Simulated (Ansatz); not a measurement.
Planning a run of Ansatz 0.2.0 on LiCN (Pnma). The input:

```yaml
crystal:
  lattice:
    - [8.73, 0.0, 0.0]
    - [0.0, 3.73, 0.0]
    - [0.0, 0.0, 6.52]
  atoms:
    - { symbol: Li, position: [0.3762844264, 0.25, 0.4764143409] }
    - { symbol: Li, position: [0.6237155736, 0.75, 0.5235856591] }
    - { symbol: Li, position: [0.1237155736, 0.75, 0.9764143409] }
    - { symbol: Li, position: [0.8762844264, 0.25, 0.0235856591] }
    - { symbol: C, position: [0.1940696369, 0.25, 0.2628939568] }
    - { symbol: C, position: [0.8059303631, 0.75, 0.7371060432] }
    - { symbol: C, position: [0.3059303631, 0.75, 0.7628939568] }
    - { symbol: C, position: [0.6940696369, 0.25, 0.2371060432] }
    - { symbol: "N", position: [0.0940850567, 0.25, 0.1422229308] }
    - { symbol: "N", position: [0.9059149433, 0.75, 0.8577770692] }
    - { symbol: "N", position: [0.4059149433, 0.75, 0.6422229308] }
    - { symbol: "N", position: [0.5940850567, 0.25, 0.3577770692] }
kpoints:
  mp_grid: { grid: [2, 4, 2] }
hamiltonian:
  xc: pbe
  pseudopotentials: { kind: paw, azcp: { folder: soft_1 } }
scf:
  occupations: { method: fixed }
gw:
  n_empty_bands: 798
  ecut_chi: 140
  qp_bands: [v4, c4]
  qp_kpoints: band_edges
  screening: { model: contour_deformation }
```

```sh
ansatz run input.yaml --threads 2 --pin off --max-ram 92160MiB --backend cuda --events-out ev --progress --plain --runs-dir out --devices 1 --max-vram 13GiB
```

**Question.** Estimate wall time and host memory on 1 × NVIDIA H100 80GB HBM3 (shared by 6 runs) with 2 threads of AMD EPYC 7R13 (Zen 3), shared host.

It took 43 s; on shared hardware allow 21 s to 85 s. Peak host memory was 2.8 GiB. The sizes that set the cost: 4125 plane waves a state, 12 irreducible k points, 822 bands summed, 811 plane waves in the screening and 9 SCF cycles.

The screening grows as filled bands × empty bands × pairs of k points, times the square of the screening basis for the matrix.

[Paths, hosts, dates, memory and timing lines, banners, echoed tables and standing remarks are left out of the program output.]

[Logs are printed without paths, hosts, clocks, repeated set-up lines and the standing remarks that a program may print on its own settings, such as how far it seeks lower states.]

[Runs of the session that timed out or met a known fault of the program may be left out.]

[Cells called generated may have been cut or substituted from an entry of the Crystallography Open Database or the Materials Project.]

[Hosts, paths, dates, database ids (printed as entryN), source tags and the programs' standing remarks are cut or masked in the printed files.]
